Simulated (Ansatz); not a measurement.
**Nb2NS2 MXene monolayer in a perpendicular field**

Wanted: the out-of-plane response of the Nb2NS2 MXene monolayer. A positive field points along +c.

Method: plane-wave DFT, PBE-D3(BJ), Ansatz PAW (set soft_1); PAW set soft_1, in Ansatz 0.2.0.

### 1. The structure

The cell holds 5 atoms: 2 S, 2 Nb and 1 N. Its edges and angles: a = 3.079 Å, b = 3.079 Å, c = 43.019 Å, α = 90.0°, β = 90.0°, γ = 120.0°. Vacuum lies along c.

### 2. Relaxing the slab

The starting cell is a guess, so the in-plane lattice and the atoms are relaxed first, with the slab cut off from its images along the normal.

input.yaml

```yaml
crystal:
  lattice:
    - [3.079076, 0.0, 0.0]
    - [-1.539538, 2.6665580362, 0.0]
    - [0.0, 0.0, 43.0189594073]
  atoms:
    - { symbol: S, position: [0.3333333333, 0.6666666667, 0.4300429451] }
    - { symbol: Nb, position: [0.6666666667, 0.3333333333, 0.4717584671], spin: 1.0 }
    - { symbol: "N", position: [0.0, 0.0, 0.5] }
    - { symbol: Nb, position: [0.3333333333, 0.6666666667, 0.5282415329], spin: 1.0 }
    - { symbol: S, position: [0.6666666667, 0.3333333333, 0.5699570549] }
  periodic: [true, true, false]
magnetization:
  spin_polarized: true
kpoints:
  mp_grid: { grid: [12, 12, 1] }
hamiltonian:
  xc: pbe
  dispersion: d3bj
  pseudopotentials: { kind: paw, azcp: { folder: soft_1 } }
scf:
  occupations: { method: fermi_dirac, width: 0.05 }
  convergence: { dr2_threshold: 1.0e-09 }
relax:
  f_tol: 0.004
  max_steps: 90
  cell: {}
output:
  write_potential: true
  write_density: true
  volumetric_format: npy
```

Started as:

```bash
$ ansatz run input.yaml --threads 2 --pin off --max-ram 3072MiB --backend cpu --events-out ev --progress --plain --runs-dir out
```

Planned after this: single point, field 0; atoms held, field 0.1 V/Å; single point, field -0.1 V/Å; response, atoms held. Settings of the main run: cutoff 420 eV, 18×18×1 k-mesh, smearing width 0.02585 eV, 1 layers, stack Nb2NS2 MXene monolayer, PAW set soft 1.

**Question.** What will these runs give for the equivalent conductor thickness, atoms held?

The induced dipole equals that of a perfect conductor 7.40 Å thick, while the outer atoms lie 5.50 Å apart. There is no gap over 0.03 eV, with or without the field. The first relaxation ran with spin and lost its moment, and the later runs have none; other magnetic states were not tried.

```
gap without field                          : none
work function, upper face                  : 5.39 eV
equivalent conductor thickness, atoms held : 7.40 Å
```

Spin-orbit coupling is left out. The MXene's terminations sit over the metal atoms of its far layer; the site over carbon or nitrogen, which some compounds prefer, was not run.

[Logs are printed without paths, hosts, clocks, repeated set-up lines and the standing remarks that a program may print on its own settings, such as how far it seeks lower states.]

[Hosts, paths, dates, database ids (printed as entryN), source tags and the programs' standing remarks are cut or masked in the printed files.]

[Maps of the electrostatic potential energy from Ansatz leave out the sawtooth potential of an applied field or a dipole correction, so their vacuum need not be flat; planar profiles and work functions include it.]
